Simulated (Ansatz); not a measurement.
# BePd3C (built on the sites of a database entry of CaPd3C): the cell at rest

Wanted: the relaxed cell of BePd3C (built on the sites of a database entry of CaPd3C).

Program: Ansatz 0.2.0. Level of theory: DFT PBEsol, scalar-relativistic, plane waves, PAW. Results are calculated unless marked as measured.

The structure was built from a prototype and need not be the compound's stable phase.

### 1. Set-up

Symmetry: Pm-3m, No. 221, cubic system. Conventional cell: a = 3.852 Å, b = 3.852 Å, c = 3.852 Å, α = 90.00°, β = 90.00°, γ = 90.00°. Nearest to Be lie 12 Pd at 2.72 Å. Pd has 2 C at 1.93 Å and 4 Be at 2.72 Å and 8 Pd at 2.72 Å nearest. C has 6 Pd at 1.93 Å nearest. Farther neighbours are not listed.

### 2. A coarse first look

A quick single point on a coarse mesh tells whether the cell has a gap and how far it is from rest, which sets the k mesh and smearing that follow.

input.yaml reads:

```yaml
crystal:
  lattice:
    - [3.85186, 0.0, 0.0]
    - [0.0, 3.85186, 0.0]
    - [0.0, 0.0, 3.85186]
  atoms:
    - { symbol: Be, position: [0.0, 0.0, 0.0] }
    - { symbol: Pd, position: [0.0, 0.5, 0.5] }
    - { symbol: Pd, position: [0.5, 0.5, 0.0] }
    - { symbol: Pd, position: [0.5, 0.0, 0.5] }
    - { symbol: C, position: [0.5, 0.5, 0.5] }
kpoints:
  mp_grid: { grid: [6, 6, 6] }
hamiltonian:
  xc: pbesol
scf:
  occupations: { method: gaussian, width: 0.1 }
output:
  forces: true
  stress: true
  eigenvalues: true
```

Command:

```bash
ansatz run input.yaml --threads 4 --pin off --max-ram 14336MiB --backend cpu --events-out ev --progress --plain --runs-dir out
```

Numbers of over 12 decimals in the logs are rounded to 6 here.

What it wrote:

```text
Engine: ansatz 0.2.0, aarch64-unknown-linux-gnu
Pseudopotentials: kind: paw
Pseudopotential: Be, paw, valence charge 2, recommended cutoff 420 eV (normal), Be.paw.azcp
Pseudopotential: Pd, paw, valence charge 18, recommended cutoff 420 eV (normal), Pd.paw.azcp
Pseudopotential: C, paw, valence charge 4, recommended cutoff 420 eV (normal), C.paw.azcp
Functional definition: PBEsol
  exchange = pbesol_x
[...]
k-point 0: bands = [... 26 lower, 15.9020, 17.6633, 17.6633, 17.6633, 17.7651, 21.0561, 21.0561, 21.0561, ... 2 higher]
  k-point 1: bands = [... 26 lower, 16.4782, 17.5463, 17.6638, 18.0287, 18.0287, 21.1399, 21.4910, 21.4910, ... 2 higher]
  k-point 2: bands = [... 26 lower, 15.9390, 16.9824, 17.6647, 18.6789, 18.6789, 21.8915, 22.5307, 22.5307, ... 2 higher]
  k-point 19: bands = [... 26 lower, 17.0704, 17.0704, 17.5186, 17.5186, 17.5186, 21.5657, 21.5657, 21.5657, ... 2 higher]
[key lines of the parts left out:]
SCF converged after 6 iterations
Free energy (F): -21055.168507 eV
Fermi energy:    18.887689 eV
P = ⅓ Tr σ = 33.4555 GPa (334.555 kbar)
```

Wall time 1.3 s (4 threads of Arm Neoverse V1, shared host); peak memory 0.34 GiB.

Numbers from this step:

| Item | Value |
| --- | --- |
| pressure | 33.46 GPa |
| volume per atom | 11.43 Å³ |
| gap on the k-mesh | 0 eV |

The coarse mesh shows no gap and a pressure of 33.5 GPa.

### 3. Coarse relaxation

The start is far from rest, so a relaxation with loose tolerances brings it close first.

input.yaml, as its differences from that of step 2:

```diff
@@ -21 +21,6 @@
   eigenvalues: true
+relax:
+  adjacent_minimum: "off"
+  f_tol: 0.05
+  max_steps: 80
+  cell: { stress_tol: 0.5 }
```

What it wrote:

```text
[...]
Crystal: 5 atoms, lattice volume = 57.149 Å³
Basis set: ecut = 420 eV, 1141 PW (Γ), exchange–correlation on 54×54×54 points (8 copies of the dense FFT grid, shifted against one another)
Bands: 36, of which v1, the nominal top of the filled ones, is band 30 counted from 1 (29 counted from 0)
Symmetry: 48 space group operations
[...]
k-points: 20 of 216
[...]
F+E_penalty+E_count = -21055.87515254 eV   max|allowed force component| = 9.450e-30 eV/Å   (the final SCF, on the basis selected at the relaxed cell)
  cell:  # Å, volume = 64.6477 Å³
    - [4.013448, 0, 0]
    - [0, 4.013448, 0.0]
    - [0, 0, 4.013448]
  atoms:
    - { symbol: Be, position: [0, 0, 0] }
    - { symbol: Pd, position: [0, 0.5, 0.5] }
    - { symbol: Pd, position: [0.5, 0.5, 0] }
    - { symbol: Pd, position: [0.5, 0, 0.5] }
    - { symbol: C, position: [0.5, 0.5, 0.5] }
[key lines of the parts left out:]
SCF converged after 6 iterations
Free energy (F): -21055.875153 eV
Fermi energy:    15.973769 eV
P = ⅓ Tr σ = 0.4026 GPa (4.026 kbar)
```

It took 3.1 s on 4 threads; peak memory 0.38 GiB; 11 s of CPU time.

Step by step:

```
step  energy less that of the first step (eV)  largest force component (eV/Å)  pressure (GPa)  volume (Å³)
   1                                   0.0000                          0.0000           33.46        57.15
   2                                  -0.6953                          0.0000            0.99        64.40
   3                                  -0.6960                          0.0000            0.19        64.65
  4*                                  -0.7066                          0.0000            0.40        64.65
```

Relaxation steps marked * repeat the geometry before them on a plane-wave basis chosen anew for their cell, so energy and pressure can jump there.

The run keeps the 48 symmetry operations that it works with, so distortions that break them were not tested.

```csv
"conventional cell, symmetrised",before,after,change
a (Å),3.852,4.013,+4.2 %
b (Å),3.852,4.013,+4.2 %
c (Å),3.852,4.013,+4.2 %
volume (Å³/atom),11.43,12.93,+13.1 %
```

The relaxed structure:

```cif
data_structure
_symmetry_space_group_name_H-M 'P 1'
_symmetry_Int_Tables_number 1
_cell_length_a 4.0134
_cell_length_b 4.0134
_cell_length_c 4.0134
_cell_angle_alpha 90.000
_cell_angle_beta 90.000
_cell_angle_gamma 90.000
_cell_volume 64.65
loop_
_atom_site_label
_atom_site_type_symbol
_atom_site_fract_x
_atom_site_fract_y
_atom_site_fract_z
_atom_site_occupancy
Be1 Be 0.00000 0.00000 0.00000 1
Pd2 Pd 0.00000 0.50000 0.50000 1
Pd3 Pd 0.50000 0.50000 0.00000 1
Pd4 Pd 0.50000 0.00000 0.50000 1
C5 C 0.50000 0.50000 0.50000 1
```

Numbers from this step:

```yaml
pressure: 0.4026 GPa
volume_per_atom: 12.93 Å³
```

In this step the volume went from 11.43 to 12.93 Å³/atom.

### 4. Relaxation

The cell and atoms are relaxed, since residual forces and stress would shift the frequencies.

input.yaml reads:

```yaml
crystal:
  lattice:
    - [4.0134479918, 0.0, 0.0]
    - [0.0, 4.0134479918, 0.0]
    - [0.0, 0.0, 4.0134479918]
  atoms:
    - { symbol: Be, position: [0.0, 0.0, 0.0] }
    - { symbol: Pd, position: [0.0, 0.5, 0.5] }
    - { symbol: Pd, position: [0.5, 0.5, 0.0] }
    - { symbol: Pd, position: [0.5, 0.0, 0.5] }
    - { symbol: C, position: [0.5, 0.5, 0.5] }
kpoints:
  mp_grid: { grid: [10, 10, 10] }
hamiltonian:
  xc: pbesol
scf:
  occupations: { method: gaussian, width: 0.1 }
output:
  forces: true
  stress: true
  eigenvalues: true
  write_density: true
  write_potential: true
  elf: true
  volumetric_format: npy
relax:
  adjacent_minimum: "off"
  f_tol: 0.005
  max_steps: 80
  cell: { stress_tol: 0.05 }
```

What it wrote:

```text
[...]
Crystal: 5 atoms, lattice volume = 64.648 Å³
Basis set: ecut = 420 eV, 1237 PW (Γ), exchange–correlation on 54×54×54 points (8 copies of the dense FFT grid, shifted against one another)
Bands: 36, of which v1, the nominal top of the filled ones, is band 30 counted from 1 (29 counted from 0)
Symmetry: 48 space group operations
[...]
k-points: 56 of 1000
[...]
SCF iter   1: F=—  HF=-21055.877944 eV  |F-HF|=—  |Δ(HF+E_count)|=         —  Δρ=7.85e-3  dr2=3.36e-2  ethr=1.77e-3  ⟨swp⟩=5.7  Hψ=8091  notcnv=0
[...]
SCF iter   6: F=-21055.867812 eV  HF=-21055.867812 eV  |F-HF|=8.47e-9  |Δ(HF+E_count)|=   6.65e-7  Δρ=8.47e-6  dr2=3.04e-8  ethr=1.67e-10  ⟨swp⟩=9.8  Hψ=13300  notcnv=0
SCF 1 converged in 6 iterations: F = -21055.867812 eV  dr2 = 3.04e-8
[...]
relax step   1: F+E_penalty+E_count = -21055.86781228 eV  Δ(F+E_penalty+E_count) = +0.000e0 eV  max|allowed force component| = 2.459e-28 eV/Å  Δτ_max = 0.0000 Å  P = +0.306 GPa  Ω = 64.648 Å³  (6 SCF iters, dr2 threshold 1.00e-7 eV, accepted)
Crystal: 5 atoms, lattice volume = 64.756 Å³
Basis set: ecut = 420 eV, 1309 PW (Γ), exchange–correlation on 54×54×54 points (8 copies of the dense FFT grid, shifted against one another)
[...]
SCF iter   6: F=-21055.867815 eV  HF=-21055.867815 eV  |F-HF|=2.55e-11  |Δ(HF+E_count)|=  8.48e-10  Δρ=3.96e-7  dr2=8.83e-11  ethr=6.03e-12  ⟨swp⟩=4.4  Hψ=9748  notcnv=0
SCF 2 converged in 6 iterations: F = -21055.867815 eV  dr2 = 8.83e-11
relax step   2: F+E_penalty+E_count = -21055.86781494 eV  Δ(F+E_penalty+E_count) = -2.663e-6 eV  max|allowed force component| = 1.278e-28 eV/Å  Δτ_max = 0.0000 Å  P = -0.030 GPa  Ω = 64.756 Å³  energy of the carried Pulay correction = -9.064e-5 eV  (6 SCF iters, dr2 threshold 2.33e-7 eV, accepted)
[...]
SCF iter   9: F=-21055.867933 eV  HF=-21055.867933 eV  |F-HF|=7.28e-12  |Δ(HF+E_count)|=    0.00e0  Δρ=7.17e-10  dr2=2.15e-16  ethr=1.00e-12  ⟨swp⟩=2.0  Hψ=5141  notcnv=0
SCF 3 converged in 9 iterations: F = -21055.867933 eV  dr2 = 2.15e-16
[...]
relax step   3: F+E_penalty+E_count = -21055.86793326 eV  Δ(F+E_penalty+E_count) = -1.183e-4 eV  max|allowed force component| = 1.640e-28 eV/Å  Δτ_max = 0.0000 Å  P = -0.030 GPa  Ω = 64.756 Å³  stress off target by 3.00e-2 GPa  SCF on the basis re-selected at this cell (its energy is not comparable with the rows above)  (9 SCF iters)
[...]
SCF converged after 9 iterations
Free energy (F): -21055.867933 eV
[...]
Internal energy: -21055.850152 eV  (E = F + TS)
E sigma→0 (E₀):  -21055.859042 eV
Entropy (-TS):   -0.017782 eV (-3.556 meV/atom)
Fermi energy:    15.925023 eV
[...]
--- Stress (GPa, compression-positive) ---
       -0.029963       0.000000       0.000000
        0.000000      -0.029963       0.000000
        0.000000       0.000000      -0.029963
  P = ⅓ Tr σ = -0.0300 GPa (-0.300 kbar)
--- Band table (eV; the first three rows and the last of 56) ---
  k-point 0: bands = [... 26 lower, 13.4153, 14.8185, 14.8185, 14.8185, 14.9247, 18.3456, 18.3456, 18.3456, ... 2 higher]
  k-point 1: bands = [... 26 lower, 13.7337, 14.8186, 14.8617, 14.9542, 14.9542, 18.2540, 18.4782, 18.4782, ... 2 higher]
  k-point 2: bands = [... 26 lower, 13.8801, 14.6792, 14.8190, 15.2887, 15.2887, 18.2934, 18.8453, 18.8453, ... 2 higher]
  k-point 55: bands = [... 26 lower, 14.6787, 14.6787, 14.7161, 14.7161, 14.7161, 18.1916, 18.1916, 18.1916, ... 2 higher]
--- Relaxed structure (2 steps of the walk, 2 accepted, 1 SCFs on fresh bases) ---
[...]
cell:  # Å, volume = 64.7565 Å³
    - [4.015698, 0.0, 0]
    - [0, 4.015698, 0]
    - [0, 0, 4.015698]
  atoms:
    - { symbol: Be, position: [0, 0, 0] }
    - { symbol: Pd, position: [0, 0.500000, 0.500000] }
    - { symbol: Pd, position: [0.500000, 0.500000, 0] }
    - { symbol: Pd, position: [0.500000, 0, 0.500000] }
    - { symbol: C, position: [0.500000, 0.500000, 0.500000] }
```

The job ended after 6.5 s (4 threads; peak memory 0.44 GiB; 24 s of CPU time).

Little changed from the start: no atom moved by 0.005 Å and no cell edge by 0.1 %.

This step gave:

```
pressure        : -0.02996 GPa
volume per atom : 12.95 Å³
```

Electrostatic potential energy in the ac plane at fractional y = 0.500, with atoms of Pd and C within 0.2 Å of it. With pseudopotentials it is smooth inside the atoms' cores, unlike the true potential.

Ten even steps from '0' (-64 eV) to '9' (19 eV), each cell a mean:
```
99996410258999
99998533468999
99999866789999
78999988899988
45789876789865
13578732578742
01478510268630
02578621378631
34689865789854
67899988899986
99999877789999
99998654579999
99997421358999
99996300147999
```
Columns run along a (4.0 Å; values clipped at the 3rd and 97th percentile), rows up along c (4.0 Å). Atoms in or near the plane, at fractional coordinates: Pd at (0.00, 0.50), Pd at (0.50, 0.00), C at (0.50, 0.50).

ELF in the ac plane at fractional y = 0.500, with atoms of Pd and C within 0.2 Å of it. It is the smooth field of the valence electrons, not physical close to the nuclei.

Values, 14 rows by 14 columns, each cell a mean:
```
0.19 0.19 0.19 0.23 0.42 0.53 0.45 0.39 0.50 0.52 0.33 0.21 0.19 0.19
0.19 0.19 0.19 0.20 0.33 0.47 0.50 0.49 0.51 0.44 0.26 0.19 0.19 0.19
0.22 0.21 0.19 0.19 0.20 0.26 0.33 0.34 0.31 0.24 0.19 0.19 0.19 0.21
0.35 0.32 0.22 0.19 0.26 0.31 0.37 0.39 0.35 0.30 0.23 0.19 0.26 0.33
0.52 0.51 0.36 0.23 0.41 0.62 0.70 0.70 0.68 0.58 0.30 0.24 0.44 0.52
0.45 0.52 0.44 0.27 0.50 0.70 0.55 0.45 0.63 0.68 0.35 0.31 0.51 0.50
0.29 0.44 0.45 0.30 0.54 0.69 0.25 0.07 0.45 0.70 0.39 0.34 0.49 0.39
0.37 0.48 0.45 0.29 0.52 0.70 0.40 0.25 0.55 0.70 0.37 0.33 0.50 0.45
0.52 0.53 0.39 0.24 0.44 0.65 0.70 0.69 0.70 0.62 0.31 0.26 0.47 0.53
0.44 0.41 0.27 0.20 0.32 0.44 0.52 0.54 0.50 0.41 0.26 0.20 0.33 0.42
0.24 0.22 0.19 0.19 0.20 0.24 0.29 0.30 0.27 0.23 0.19 0.19 0.20 0.23
0.19 0.19 0.19 0.19 0.27 0.39 0.45 0.45 0.44 0.36 0.22 0.19 0.19 0.19
0.19 0.19 0.19 0.22 0.41 0.53 0.48 0.44 0.52 0.51 0.32 0.21 0.19 0.19
0.19 0.19 0.19 0.24 0.44 0.52 0.37 0.29 0.45 0.52 0.35 0.22 0.19 0.19
```
Columns run along a (4.0 Å), rows up along c (4.0 Å). Atoms in or near the plane, at fractional coordinates: Pd at (0.00, 0.50), Pd at (0.50, 0.00), C at (0.50, 0.50).

Valence density in the ac plane at fractional y = 0.500, with atoms of Pd and C within 0.2 Å of it. It is the smooth field of the valence electrons, not physical close to the nuclei.

Ten even steps from '_' (0 e/Å³) to '@' (13 e/Å³), each cell a mean:
```
________..==%%%%**--________
__________::==++--..________
____________....____________
____________________________
--::____________________..--
%%**::______....________--**
@@%%--______......____..++%%
@@##::______......____..==%%
++--..__________________::==
....______________________..
____________________________
__________..::--::__________
________..--##%%**::________
________..++@@@@%%--________
```
Columns run along a (4.0 Å), rows up along c (4.0 Å). Atoms in or near the plane, at fractional coordinates: Pd at (0.00, 0.50), Pd at (0.50, 0.00), C at (0.50, 0.50).

In this step the volume went from 12.93 to 12.95 Å³/atom.

### 5. Relaxing to small forces for the phonons

Phonons need a cell at rest on their own settings, so the relaxation is repeated with tight tolerances on forces and stress on the k mesh and occupations of the first response run.

input.yaml reads:

```yaml
crystal:
  lattice:
    - [4.0156977755, 0.0, 0.0]
    - [0.0, 4.0156977755, 0.0]
    - [0.0, 0.0, 4.0156977755]
  atoms:
    - { symbol: Be, position: [0.0, 0.0, 0.0] }
    - { symbol: Pd, position: [0.0, 0.5, 0.5] }
    - { symbol: Pd, position: [0.5, 0.5, 0.0] }
    - { symbol: Pd, position: [0.5, 0.0, 0.5] }
    - { symbol: C, position: [0.5, 0.5, 0.5] }
kpoints:
  mp_grid: { grid: [12, 12, 12] }
hamiltonian:
  xc: pbesol
scf:
  occupations: { method: methfessel_paxton, width: 0.2 }
output:
  forces: true
  stress: true
  eigenvalues: true
relax:
  adjacent_minimum: "off"
  f_tol: 0.001
  max_steps: 60
  cell: { stress_tol: 0.01 }
```

What it wrote:

```text
[...]
Crystal: 5 atoms, lattice volume = 64.756 Å³
Basis set: ecut = 420 eV, 1309 PW (Γ), exchange–correlation on 54×54×54 points (8 copies of the dense FFT grid, shifted against one another)
Bands: 36, of which v1, the nominal top of the filled ones, is band 30 counted from 1 (29 counted from 0)
Symmetry: 48 space group operations
[...]
k-points: 84 of 1728
[...]
--- Relaxed structure (1 steps of the walk, 1 accepted, 1 SCFs on fresh bases) ---
[...]
cell:  # Å, volume = 64.7565 Å³
    - [4.0156977755, 0.0, 0.0]
    - [0.0, 4.0156977755, 0.0]
    - [0.0, 0.0, 4.0156977755]
  atoms:
    - { symbol: Be, position: [0.0, 0.0, 0.0] }
    - { symbol: Pd, position: [0.0, 0.5, 0.5] }
    - { symbol: Pd, position: [0.5, 0.5, 0.0] }
    - { symbol: Pd, position: [0.5, 0.0, 0.5] }
    - { symbol: C, position: [0.5, 0.5, 0.5] }
[key lines of the parts left out:]
SCF converged after 6 iterations
Free energy (F): -21055.856371 eV
Fermi energy:    15.938268 eV
P = ⅓ Tr σ = -0.0049 GPa (-0.049 kbar)
```

The job ended after 6 s (4 threads; peak memory 0.47 GiB).

Little changed from the start: no atom moved by 0.005 Å and no cell edge by 0.1 %.

Numbers from this step:

```yaml
pressure: -0.004861 GPa
```

The forces vanish by symmetry and the pressure is -0.005 GPa, within the tolerances set. The cell now holds 12.95 Å³/atom.

### 6. Summary of results

```json
{
 "space group after relaxation (within 0.01 Å)": "Pm-3m",
 "lattice constant a": "4.016 Å",
 "lattice constant b": "4.016 Å",
 "lattice constant c": "4.016 Å",
 "volume per atom": "13.0 Å³"
}
```

In words: The forces vanish by symmetry and the pressure is -0.005 GPa, within the tolerances set. The cell now holds 12.95 Å³/atom. The relaxation keeps the symmetry of its start, so it says nothing on stability against lower symmetry. The starting cell was built on a prototype and not taken from a measurement, so the phase need not exist.

[Logs are printed without paths, hosts, clocks, repeated set-up lines and the standing remarks that a program may print on its own settings, such as how far it seeks lower states.]

[Hosts, paths, dates, database ids (printed as entryN), source tags and the programs' standing remarks are cut or masked in the printed files.]
